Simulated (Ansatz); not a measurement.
## H2Pb (model cell, started as rutile): relaxing the cell for a phonon run: bringing the structure to rest

Ansatz 0.2.0; DFT PBEsol, scalar-relativistic, plane waves, PAW.

The structure was built from a prototype and need not be the compound's stable phase.

The structure is tetragonal, space group P4_2/mnm (No. 136). Conventional cell: a = 6.035 Å, b = 6.035 Å, c = 3.892 Å, α = 90.00°, β = 90.00°, γ = 90.00°. Pb has 6 H at 2.56 to 2.60 Å nearest. Nearest to H lie 3 Pb at 2.56 to 2.60 Å. Farther neighbours are not listed.

The steps of the relaxation:

| step | energy less that of the first step (eV) | largest force component (eV/Å) | pressure (GPa) | volume (Å³) |
| --- | --- | --- | --- | --- |
| 1 | 0.0000 | 0.0443 | -6.43 | 141.75 |
| 2 | -0.7117 | 0.0242 | -4.88 | 122.12 |
| 3 | -1.1162 | 0.0029 | -2.51 | 106.31 |
| 4 | -1.2575 | 0.0438 | 0.19 | 95.24 |
| 5 | -1.3031 | 0.0254 | 0.43 | 91.82 |
| 6 | -1.3045 | 0.0292 | 0.03 | 92.19 |
| 7 | -1.3055 | 0.0005 | 0.00 | 92.49 |
| 8* | -1.2991 | 0.0003 | -0.06 | 92.49 |
| 9 | -1.2992 | 0.0002 | 0.00 | 92.33 |
| 10* | -1.2991 | 0.0002 | 0.00 | 92.33 |

Relaxation steps marked * repeat the geometry before them on a plane-wave basis chosen anew for their cell, so energy and pressure can jump there.

Forces are held to the 16 operations that the run works with; a distortion that breaks them can't arise in this run.

```csv
cell as run,before,after,change
a (Å),6.035,4.956,-17.9 %
b (Å),6.035,4.956,-17.9 %
c (Å),3.892,3.759,-3.4 %
volume (Å³/atom),23.63,15.39,-34.9 %
```

The atoms that moved most (Å, as changes of fractional coordinates times the final cell):

| atom | dx | dy | dz | length |
| --- | --- | --- | --- | --- |
| H6 | -0.051 | 0.051 | 0.000 | 0.072 |
| H5 | 0.051 | -0.051 | 0.000 | 0.072 |
| H4 | -0.051 | -0.051 | 0.000 | 0.072 |
| H3 | 0.051 | 0.051 | 0.000 | 0.072 |

Final coordinates:

```xyz
6
Lattice="4.9558 0.0000 0.0000 0.0000 4.9558 0.0000 0.0000 0.0000 3.7593" Properties=species:S:1:pos:R:3 pbc="T T T"
Pb    0.0000    0.0000    0.0000
Pb    2.4779    2.4779    1.8796
H     1.5623    1.5623    0.0000
H     3.3935    3.3935    0.0000
H     4.0402    0.9156    1.8796
H     0.9156    4.0402    1.8796
```

This step gave:

```yaml
pressure: -0.003645 GPa
volume_per_atom: 15.39 Å³
```

Q: Write an input that reproduces this.

The system, level and task follow from the heading and the kind of results. Meshes, cutoffs and thresholds can't be read from the results; these are the ones that the run used.

Contents of input.yaml:

```yaml
crystal:
  lattice:
    - [6.0347, 0.0, 0.0]
    - [0.0, 6.0347, 0.0]
    - [0.0, 0.0, 3.89238]
  atoms:
    - { symbol: Pb, position: [0.0, 0.0, 0.0] }
    - { symbol: Pb, position: [0.5, 0.5, 0.5] }
    - { symbol: H, position: [0.305, 0.305, 0.0] }
    - { symbol: H, position: [0.695, 0.695, 0.0] }
    - { symbol: H, position: [0.805, 0.195, 0.5] }
    - { symbol: H, position: [0.195, 0.805, 0.5] }
kpoints:
  mp_grid: { grid: [6, 6, 8] }
hamiltonian:
  xc: pbesol
scf:
  occupations: { method: gaussian, width: 0.1 }
output:
  forces: true
  stress: true
  eigenvalues: true
relax:
  adjacent_minimum: "off"
  f_tol: 0.005
  max_steps: 80
  cell: { stress_tol: 0.05 }
```

The run is started by

```console
$ ansatz run input.yaml --threads 8 --pin off --max-ram 14336MiB --backend cpu --events-out ev --progress --plain --runs-dir out
```

[Logs are printed without paths, hosts, clocks, repeated set-up lines and the standing remarks that a program may print on its own settings, such as how far it seeks lower states.]

[Hosts, paths, dates, database ids (printed as entryN), source tags and the programs' standing remarks are cut or masked in the printed files.]
